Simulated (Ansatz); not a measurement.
**An extra electron or hole in glassy 77ZrO2-23SiO2 (mol %) (90 atoms)**

Aim: add and remove one electron in glassy 77ZrO2-23SiO2 (mol %) (90 atoms), with atoms held and relaxed, and read trapping energy and localisation.

Method: Kohn-Sham DFT, PBEsol, PAW (set soft_1), plane waves; PAW set soft_1, in Ansatz 0.2.0.

## Step 1: Set-up

The cell holds 90 atoms: 23 Zr, 7 Si and 60 O. Its edges and angles: a = 10.551 Å, b = 10.551 Å, c = 10.551 Å, α = 90.0°, β = 90.0°, γ = 90.0°. 90 atoms (23 Zr, 7 Si, 60 O) placed at random at 4.39 g/cm³, melted at 4000 K for 10 ps at fixed volume with the Morse and Coulomb pair potential with partial charges (Pedone, Malavasi, Menziani, Cormack and Segre, J. Phys. Chem. B 110, 11780 (2006)). Quenched from 1800 K to 300 K at 50 K/ps and fixed volume, held 10 ps at zero pressure, then minimised at fixed cell.

Limits known from the start: The quench rate of 50 K/ps is many orders above laboratory rates, so the cell is likely richer in defects and strain than a real sample. The starting topology of bonds comes from the classical model, and needn't be the one that DFT or experiment would give. Only the Γ point is sampled, in a cell whose shortest periodic width is 11 Å.

## Step 2: Single point at the start

A single point comes first, to see the forces before anything moves.

Input file input.yaml:

```yaml
crystal:
  lattice:
    - [10.55091, 0.0, 0.0]
    - [0.0, 10.55091, 0.0]
    - [0.0, 0.0, 10.55091]
  atoms:
    - { symbol: Zr, position: [0.13118, 0.66354, 0.18394] }
    - { symbol: Zr, position: [0.97556, 0.19603, 0.31899] }
    - { symbol: Zr, position: [0.23315, 0.5175, 0.50047] }
    - { symbol: Zr, position: [0.42636, 0.65947, 0.276] }
    - { symbol: Zr, position: [0.08428, 0.99393, 0.11319] }
    - { symbol: Zr, position: [0.62882, 0.6012, 0.51697] }
    - { symbol: Zr, position: [0.38522, 0.61207, 0.75024] }
    - { symbol: Zr, position: [0.94314, 0.35496, 0.62231] }
    - { symbol: Zr, position: [0.92016, 0.70524, 0.61835] }
    - { symbol: Zr, position: [0.926, 0.75113, 0.96933] }
    - { symbol: Zr, position: [0.65593, 0.82485, 0.7471] }
    - { symbol: Zr, position: [0.35701, 0.41466, 0.05486] }
    - { symbol: Zr, position: [0.38985, 0.84276, 0.99173] }
    - { symbol: Zr, position: [0.43137, 0.93201, 0.50764] }
    - { symbol: Zr, position: [0.78988, 0.04459, 0.54339] }
    - { symbol: Zr, position: [0.17408, 0.84174, 0.71388] }
    - { symbol: Zr, position: [0.80497, 0.60629, 0.27901] }
    - { symbol: Zr, position: [0.46668, 0.09961, 0.75035] }
    - { symbol: Zr, position: [0.05918, 0.38815, 0.04067] }
    - { symbol: Zr, position: [0.6045, 0.61162, 0.99124] }
    - { symbol: Zr, position: [0.97094, 0.14815, 0.84169] }
    - { symbol: Zr, position: [0.7715, 0.34798, 0.03784] }
    - { symbol: Zr, position: [0.64023, 0.86093, 0.24968] }
    - { symbol: Si, position: [0.41239, 0.23058, 0.44004] }
    - { symbol: Si, position: [0.22933, 0.3304, 0.77639] }
    - { symbol: Si, position: [0.09398, 0.91946, 0.42972] }
    - { symbol: Si, position: [0.63641, 0.39966, 0.74532] }
    - { symbol: Si, position: [0.68353, 0.31063, 0.35198] }
    - { symbol: Si, position: [0.31128, 0.11881, 0.19457] }
    - { symbol: Si, position: [0.80297, 0.04192, 0.06794] }
    - { symbol: O, position: [0.73876, 0.65347, 0.67999] }
    - { symbol: O, position: [0.97908, 0.03204, 0.44125] }
    - { symbol: O, position: [0.02999, 0.31726, 0.45569] }
    - { symbol: O, position: [0.79624, 0.16072, 0.97371] }
    - { symbol: O, position: [0.62057, 0.0061, 0.66508] }
    - { symbol: O, position: [0.87539, 0.16867, 0.6714] }
    - { symbol: O, position: [0.31317, 0.7056, 0.11774] }
    - { symbol: O, position: [0.51457, 0.72892, 0.84821] }
    - { symbol: O, position: [0.44265, 0.56166, 0.4502] }
    - { symbol: O, position: [0.92854, 0.3252, 0.17066] }
    - { symbol: O, position: [0.42788, 0.1317, 0.55398] }
    - { symbol: O, position: [0.29156, 0.99063, 0.10456] }
    - { symbol: O, position: [0.62149, 0.67608, 0.32236] }
    - { symbol: O, position: [0.39133, 0.12926, 0.32005] }
    - { symbol: O, position: [0.00943, 0.73978, 0.78962] }
    - { symbol: O, position: [0.00737, 0.5804, 0.03264] }
    - { symbol: O, position: [0.26347, 0.68493, 0.61621] }
    - { symbol: O, position: [0.81514, 0.77798, 0.17562] }
    - { symbol: O, position: [0.02302, 0.53448, 0.59908] }
    - { symbol: O, position: [0.53816, 0.77453, 0.58544] }
    - { symbol: O, position: [0.43722, 0.51481, 0.91339] }
    - { symbol: O, position: [0.09073, 0.2836, 0.73446] }
    - { symbol: O, position: [0.67141, 0.44259, 0.89248] }
    - { symbol: O, position: [0.90115, 0.95502, 0.98186] }
    - { symbol: O, position: [0.2114, 0.39259, 0.91823] }
    - { symbol: O, position: [0.82601, 0.8837, 0.65481] }
    - { symbol: O, position: [0.49804, 0.97964, 0.90125] }
    - { symbol: O, position: [0.54245, 0.76777, 0.1017] }
    - { symbol: O, position: [0.30772, 0.33586, 0.44725] }
    - { symbol: O, position: [0.72382, 0.45595, 0.38824] }
    - { symbol: O, position: [0.32213, 0.21969, 0.79532] }
    - { symbol: O, position: [0.75774, 0.40044, 0.6546] }
    - { symbol: O, position: [0.99237, 0.58482, 0.29113] }
    - { symbol: O, position: [0.07451, 0.17044, 0.00795] }
    - { symbol: O, position: [0.35166, 0.23367, 0.11079] }
    - { symbol: O, position: [0.0888, 0.81129, 0.05467] }
    - { symbol: O, position: [0.15521, 0.13208, 0.24322] }
    - { symbol: O, position: [0.19943, 0.46606, 0.15404] }
    - { symbol: O, position: [0.6706, 0.96527, 0.41081] }
    - { symbol: O, position: [0.48991, 0.51646, 0.15147] }
    - { symbol: O, position: [0.24082, 0.64091, 0.34661] }
    - { symbol: O, position: [0.08874, 0.87419, 0.28535] }
    - { symbol: O, position: [0.27611, 0.44787, 0.68943] }
    - { symbol: O, position: [0.79138, 0.21185, 0.41117] }
    - { symbol: O, position: [0.67819, 0.00328, 0.12679] }
    - { symbol: O, position: [0.74279, 0.74218, 0.91368] }
    - { symbol: O, position: [0.90795, 0.06635, 0.18287] }
    - { symbol: O, position: [0.75028, 0.53354, 0.10488] }
    - { symbol: O, position: [0.57748, 0.26374, 0.75971] }
    - { symbol: O, position: [0.67834, 0.29281, 0.20222] }
    - { symbol: O, position: [0.05824, 0.82533, 0.54467] }
    - { symbol: O, position: [0.8124, 0.68764, 0.45755] }
    - { symbol: O, position: [0.55204, 0.2867, 0.41738] }
    - { symbol: O, position: [0.45192, 0.85096, 0.3294] }
    - { symbol: O, position: [0.27717, 0.75054, 0.85622] }
    - { symbol: O, position: [0.92301, 0.34898, 0.90403] }
    - { symbol: O, position: [0.23523, 0.95482, 0.46537] }
    - { symbol: O, position: [0.54107, 0.50295, 0.67781] }
    - { symbol: O, position: [0.35177, 0.9384, 0.69198] }
    - { symbol: O, position: [0.08929, 0.00159, 0.78938] }
kpoints:
  mp_grid: { grid: [1, 1, 1] }
hamiltonian:
  xc: pbesol
  pseudopotentials: { kind: paw, azcp: { folder: soft_1 }, xc_functional: pbe }
scf:
  occupations: { method: fixed }
output:
  forces: true
```

The run is started by

```console
> ansatz run input.yaml --threads 4 --pin off --max-ram 8192MiB --backend cpu --events-out ev --progress --plain --runs-dir out
```

Log:

```text
Engine: ansatz 0.2.0, aarch64-unknown-linux-gnu
Pseudopotentials: kind: paw
Pseudopotential: Zr, paw, valence charge 12, recommended cutoff 420 eV (normal), soft_1/Zr.paw.azcp
Pseudopotential: Si, paw, valence charge 4, recommended cutoff 420 eV (normal), soft_1/Si.paw.azcp
Pseudopotential: O, paw, valence charge 6, recommended cutoff 420 eV (normal), soft_1/O.paw.azcp
[... 3 lines on functional and potentials left out ...]
Crystal: 90 atoms, lattice volume = 1174.545 Å³
Basis set: ecut = 420 eV, 22983 PW (Γ), exchange–correlation on 144×144×144 points (8 copies of the dense FFT grid, shifted against one another)
Bands: 422, of which v1, the nominal top of the filled ones, is band 332 counted from 1 (331 counted from 0)
Symmetry: 1 space group operations
Space group: P1 (ITA 1), of the structure as read, at distance tolerance 1.1e-4 Å
k-points: 1
[... 10 lines on functional and potentials left out ...]
Initial density: superposition of atomic densities (chi_scale 0.1, normalization cell, long waves kept (reshape's long-wave potential 0.97 eV rms))
Initial wavefunctions: pseudopotential atomic-orbital guess
Functional: x = pbesol(κ = 0.804, μ = 0.123457), c = pbesol(β = 0.046)
SCF iter   1: F=—  HF=-133116.565441 eV  |F-HF|=—  |Δ(HF+E_count)|=         —  Δρ=6.23e-2  dr2=1.11e2  ethr=3.10e-3  ⟨swp⟩=4.0  Hψ=1196  notcnv=0  defer=87
preconditioner: auto → Resta (q_TF=auto, 2.481 Å⁻¹)  ε∞=5.8  [insulator: Δε(μ)=0.013 eV  Ē_g=10.830 eV  n_scr=304 (ndim 8)  ℏωp=23.7 eV  f_vac=0.021  ε∞_Penn≈5.8]
SCF iter   2: F=—  HF=-133098.444374 eV  |F-HF|=—  |Δ(HF+E_count)|=    1.81e1  Δρ=3.67e-2  dr2=2.85e1  ethr=3.10e-3  ⟨swp⟩=2.0  Hψ=685  notcnv=0  defer=88
SCF iter   3: F=—  HF=-133092.892460 eV  |F-HF|=—  |Δ(HF+E_count)|=    5.55e0  Δρ=2.68e-2  dr2=1.02e1  ethr=3.10e-3  ⟨swp⟩=3.0  Hψ=687  notcnv=0  defer=87
SCF iter   4: F=—  HF=-133090.982783 eV  |F-HF|=—  |Δ(HF+E_count)|=    1.91e0  Δρ=6.03e-3  dr2=8.92e-1  ethr=1.53e-3  ⟨swp⟩=2.0  Hψ=667  notcnv=0  defer=87
SCF iter   5: F=—  HF=-133090.952621 eV  |F-HF|=—  |Δ(HF+E_count)|=   3.02e-2  Δρ=4.90e-3  dr2=2.51e-1  ethr=1.34e-4  ⟨swp⟩=3.0  Hψ=688  notcnv=0  defer=88
SCF iter   6: F=—  HF=-133090.946993 eV  |F-HF|=—  |Δ(HF+E_count)|=   5.63e-3  Δρ=2.12e-3  dr2=5.68e-2  ethr=3.78e-5  ⟨swp⟩=2.0  Hψ=583  notcnv=0  defer=88
SCF iter   7: F=—  HF=-133090.957833 eV  |F-HF|=—  |Δ(HF+E_count)|=   1.08e-2  Δρ=9.34e-4  dr2=1.16e-2  ethr=8.56e-6  ⟨swp⟩=2.0  Hψ=542  notcnv=0  defer=88
SCF iter   8: F=—  HF=-133090.962064 eV  |F-HF|=—  |Δ(HF+E_count)|=   4.23e-3  Δρ=4.04e-4  dr2=2.38e-3  ethr=1.74e-6  ⟨swp⟩=2.0  Hψ=583  notcnv=0  defer=88
SCF iter   9: F=—  HF=-133090.964115 eV  |F-HF|=—  |Δ(HF+E_count)|=   2.05e-3  Δρ=1.47e-4  dr2=3.98e-4  ethr=3.58e-7  ⟨swp⟩=2.0  Hψ=583  notcnv=0  defer=88
SCF iter  10: F=—  HF=-133090.964649 eV  |F-HF|=—  |Δ(HF+E_count)|=   5.34e-4  Δρ=1.32e-4  dr2=1.98e-4  ethr=6.00e-8  ⟨swp⟩=3.0  Hψ=582  notcnv=0  defer=86
SCF iter  11: F=—  HF=-133090.964689 eV  |F-HF|=—  |Δ(HF+E_count)|=   4.02e-5  Δρ=3.41e-5  dr2=1.96e-5  ethr=2.99e-8  ⟨swp⟩=2.0  Hψ=581  notcnv=0  defer=85
SCF iter  12: F=—  HF=-133090.966941 eV  |F-HF|=—  |Δ(HF+E_count)|=   2.25e-3  Δρ=2.80e-5  dr2=9.56e-6  ethr=2.95e-9  ⟨swp⟩=2.0  Hψ=662  notcnv=0  defer=85
SCF iter  13: F=—  HF=-133090.966944 eV  |F-HF|=—  |Δ(HF+E_count)|=   2.95e-6  Δρ=7.73e-6  dr2=1.07e-6  ethr=1.44e-9  ⟨swp⟩=2.0  Hψ=581  notcnv=0  defer=85
SCF iter  14: F=—  HF=-133090.966945 eV  |F-HF|=—  |Δ(HF+E_count)|=   1.05e-6  Δρ=6.36e-6  dr2=4.53e-7  ethr=1.61e-10  ⟨swp⟩=2.0  Hψ=581  notcnv=0  defer=85
SCF iter  15: F=-133090.966945 eV  HF=-133090.966945 eV  |F-HF|=2.42e-8  |Δ(HF+E_count)|=   3.01e-8  Δρ=2.25e-6  dr2=6.75e-8  ethr=1.51e-11  ⟨swp⟩=3.0  Hψ=1517  notcnv=0
SCF 1 converged in 15 iterations: F = -133090.966945 eV  dr2 = 6.75e-8
  greatest PAW one-centre occupation: 0.996 electrons in one spin orbital (limit 2), on the Zr atom at site 16 (counted from 0), in its partial waves of l = 0
SCF converged after 15 iterations
Free energy (F): -133090.966945 eV
Harris-Foulkes:  -133090.966945 eV  (|F-HF|=2.42e-8)
Internal energy: -133090.966945 eV  (E = F + TS)
E sigma→0 (E₀):  -133090.966945 eV
Fermi energy:    7.525798 eV
--- Per-component energies (eV) ---
  E_band       = -3842.749319
  E_kinetic    = 17699.512262
  E_local      = -44460.607600  (includes V_loc(G=0)·N_el)
  E_nonlocal   = 5004.869878
  E_hartree    = 16353.726108
  E_xc         = -8191.328582
  E_vxc        = -10001.974860  (∫ρ·V_xc dr)
  E_paw        = -79819.166109  (= ΣΔE_a)
  E_vpaw       = -4792.048064  (= ΣTr[D̂ρ^β])
  E_aug_tail   = 0.046383  (compensation charges beyond the density's cutoff)
  E_ewald      = -39684.169067
  E_core_change = 6.149782  (= ΣΔE_core)
  E_smearing   = -0.000000  (= −TS)
  E_closure    = 0.000000  (closes the sum)
  Σ components = -133090.966945   (vs F -133090.966945, Δ=0.00e0)
--- Forces (eV/Å), atoms counted from 1 ---
  atom   1  Zr    -1.35771307    -0.15968801     0.59815247
  atom   2  Zr     0.40720179     0.98935388     0.46518728
  atom   3  Zr     0.62680475     0.21850470    -0.91415554
  atom   4  Zr     0.10938719    -0.32995524     0.02309686
  atom   5  Zr    -1.31499823    -0.04429419    -0.58378886
  atom   6  Zr     0.34287660     0.49218020     0.19092864
  atom   7  Zr     0.45746916     0.75990814     0.21479169
  atom   8  Zr     0.25711124     0.61404123    -1.41241231
  atom   9  Zr    -1.51107455    -0.78666059    -0.68981254
  atom  10  Zr    -0.00751560    -0.77753745    -0.21098200
  atom  11  Zr     0.27971807     0.01370884    -1.14487600
  atom  12  Zr     0.14306517     0.23178665     1.38316779
  atom  13  Zr     0.48431192    -0.01892083    -0.73077998
  atom  14  Zr    -0.42898010     0.13173961    -0.14371210
[...]
atom  89  O      0.11695184    -0.14165148    -0.73884949
  atom  90  O     -0.16169372    -0.17177184    -0.11637638
  max |Σ_I F_I| component: 1.09e-4 eV/Å
```

Elapsed: 22 s, on 4 threads of Arm Neoverse V1, shared host; peak memory 1.5 GiB.

The column dr2 measures how far the density is from self-consistency, as an energy; F and HF (Harris–Foulkes) agree once it is small.

The r.m.s. force at the start is 0.76 eV/Å.

## Step 3: Relaxation

With the cell held, the atoms are moved downhill towards a nearby minimum.

Input file input.yaml:

```yaml
crystal:
  lattice:
    - [10.55091, 0.0, 0.0]
    - [0.0, 10.55091, 0.0]
    - [0.0, 0.0, 10.55091]
  atoms:
    [... the 90 atom lines of step 2 ...]
kpoints:
  mp_grid: { grid: [1, 1, 1] }
hamiltonian:
  xc: pbesol
  pseudopotentials: { kind: paw, azcp: { folder: soft_1 }, xc_functional: pbe }
scf:
  occupations: { method: fixed }
output:
  forces: true
relax:
  f_tol: 0.05
  max_steps: 120
```

Log:

```text
[...]
Crystal: 90 atoms, lattice volume = 1174.545 Å³
Basis set: ecut = 420 eV, 22983 PW (Γ), exchange–correlation on 144×144×144 points (8 copies of the dense FFT grid, shifted against one another)
Bands: 422, of which v1, the nominal top of the filled ones, is band 332 counted from 1 (331 counted from 0)
Symmetry: 1 space group operations
[...]
k-points: 1
[...]
SCF iter   1: F=—  HF=-133116.565441 eV  |F-HF|=—  |Δ(HF+E_count)|=         —  Δρ=6.23e-2  dr2=1.11e2  ethr=3.10e-3  ⟨swp⟩=4.0  Hψ=1196  notcnv=0  defer=87
[...]
SCF iter  10: F=—  HF=-133090.966867 eV  |F-HF|=—  |Δ(HF+E_count)|=   5.28e-4  Δρ=1.31e-4  dr2=1.97e-4  ethr=6.04e-8  ⟨swp⟩=3.0  Hψ=582  notcnv=0  defer=88
SCF iter  11: F=-133090.966937 eV  HF=-133090.966921 eV  |F-HF|=1.62e-5  |Δ(HF+E_count)|=   5.40e-5  Δρ=3.39e-5  dr2=1.96e-5  ethr=9.41e-9  ⟨swp⟩=3.0  Hψ=1357  notcnv=0
SCF 1 converged in 11 iterations: F = -133090.966937 eV  dr2 = 1.96e-5
[...]
relax step   1: F+E_penalty+E_count = -133090.96693713 eV  Δ(F+E_penalty+E_count) = +0.000e0 eV  max|allowed force component| = 3.228e0 eV/Å  Δτ_max = 0.0000 Å  (11 SCF iters, dr2 threshold 6.25e-5 eV, accepted)
[...]
relax step   2: F+E_penalty+E_count = -133092.82335262 eV  Δ(F+E_penalty+E_count) = -1.856e0 eV  max|allowed force component| = 1.735e0 eV/Å  Δτ_max = 0.1359 Å  (7 SCF iters, dr2 threshold 1.00e-4 eV, accepted)
[...]
relax step   3: F+E_penalty+E_count = -133093.57422661 eV  Δ(F+E_penalty+E_count) = -7.509e-1 eV  max|allowed force component| = 9.353e-1 eV/Å  Δτ_max = 0.0823 Å  (6 SCF iters, dr2 threshold 1.00e-4 eV, accepted)
relax step   4: F+E_penalty+E_count = -133094.22833634 eV  Δ(F+E_penalty+E_count) = -6.541e-1 eV  max|allowed force component| = 5.872e-1 eV/Å  Δτ_max = 0.2000 Å  (7 SCF iters, dr2 threshold 1.00e-4 eV, accepted)
relax step   5: F+E_penalty+E_count = -133094.48949215 eV  Δ(F+E_penalty+E_count) = -2.612e-1 eV  max|allowed force component| = 3.806e-1 eV/Å  Δτ_max = 0.2000 Å  (7 SCF iters, dr2 threshold 1.00e-4 eV, accepted)
relax step   6: F+E_penalty+E_count = -133094.48749628 eV  Δ(F+E_penalty+E_count) = +1.996e-3 eV  max|allowed force component| = 2.230e-1 eV/Å  Δτ_max = 0.2000 Å  (7 SCF iters, dr2 threshold 5.71e-5 eV, rejected (line search))
relax step   7: F+E_penalty+E_count = -133094.55667393 eV  Δ(F+E_penalty+E_count) = -6.718e-2 eV  max|allowed force component| = 1.244e-1 eV/Å  Δτ_max = 0.0565 Å  (11 SCF iters, accepted)
relax step   8: F+E_penalty+E_count = -133094.56995909 eV  Δ(F+E_penalty+E_count) = -1.329e-2 eV  max|allowed force component| = 5.009e-2 eV/Å  Δτ_max = 0.0812 Å  (9 SCF iters, accepted)
relax step   9: F+E_penalty+E_count = -133094.57118044 eV  Δ(F+E_penalty+E_count) = -1.221e-3 eV  max|allowed force component| = 6.701e-2 eV/Å  Δτ_max = 0.0598 Å  (9 SCF iters, accepted)
relax step  10: F+E_penalty+E_count = -133094.57310061 eV  Δ(F+E_penalty+E_count) = -1.920e-3 eV  max|allowed force component| = 5.063e-2 eV/Å  Δτ_max = 0.0315 Å  (8 SCF iters, accepted)
[...]
relax step  11: F+E_penalty+E_count = -133094.57397690 eV  Δ(F+E_penalty+E_count) = -8.763e-4 eV  max|allowed force component| = 1.398e-2 eV/Å  Δτ_max = 0.0144 Å  (7 SCF iters, accepted)
SCF converged after 7 iterations
Free energy (F): -133094.573977 eV
[...]
Internal energy: -133094.573977 eV  (E = F + TS)
E sigma→0 (E₀):  -133094.573977 eV
Fermi energy:    7.278337 eV
[...]
Σ components = -133094.573977   (vs F -133094.573977, Δ=0.00e0)
--- Forces (eV/Å), atoms counted from 1 ---
  atom   1  Zr     0.00300939    -0.00029026     0.00608750
  atom   2  Zr    -0.01148740    -0.00610372     0.00649223
  atom   3  Zr     0.00026277     0.00845915     0.00283790
  atom   4  Zr     0.00177715     0.00284577    -0.00080777
[...]
atom  90  O      0.00141660     0.00102983     0.00080763
  max |Σ_I F_I| component: 1.60e-4 eV/Å
--- Relaxed structure (11 steps of the walk, 10 accepted, 0 SCFs on fresh bases) ---
  F+E_penalty+E_count = -133094.57397690 eV   max|allowed force component| = 1.398e-2 eV/Å
  atoms:
    - { symbol: Zr, position: [0.128272, 0.679329, 0.194177] }
    - { symbol: Zr, position: [0.972697, 0.201951, 0.321156] }
    - { symbol: Zr, position: [0.275981, 0.516259, 0.496682] }
    - { symbol: Zr, position: [0.430342, 0.664289, 0.275315] }
[...]
- { symbol: O, position: [0.088647, -0.00156459, 0.765779] }
```

The job ended after 2.5 min (4 threads; peak memory 1.5 GiB).

The relaxation converged after 11 steps, 3.61 eV below its start, with a largest force component of 0.014 eV/Å.

(Part 1 of 4 ends here.)

[Long decimals in the printed logs are rounded to 6 places.]

[Logs are printed without paths, hosts, clocks, repeated set-up lines and the standing remarks that a program may print on its own settings, such as how far it seeks lower states.]

[Hosts, paths, dates, database ids (printed as entryN), source tags and the programs' standing remarks are cut or masked in the printed files.]
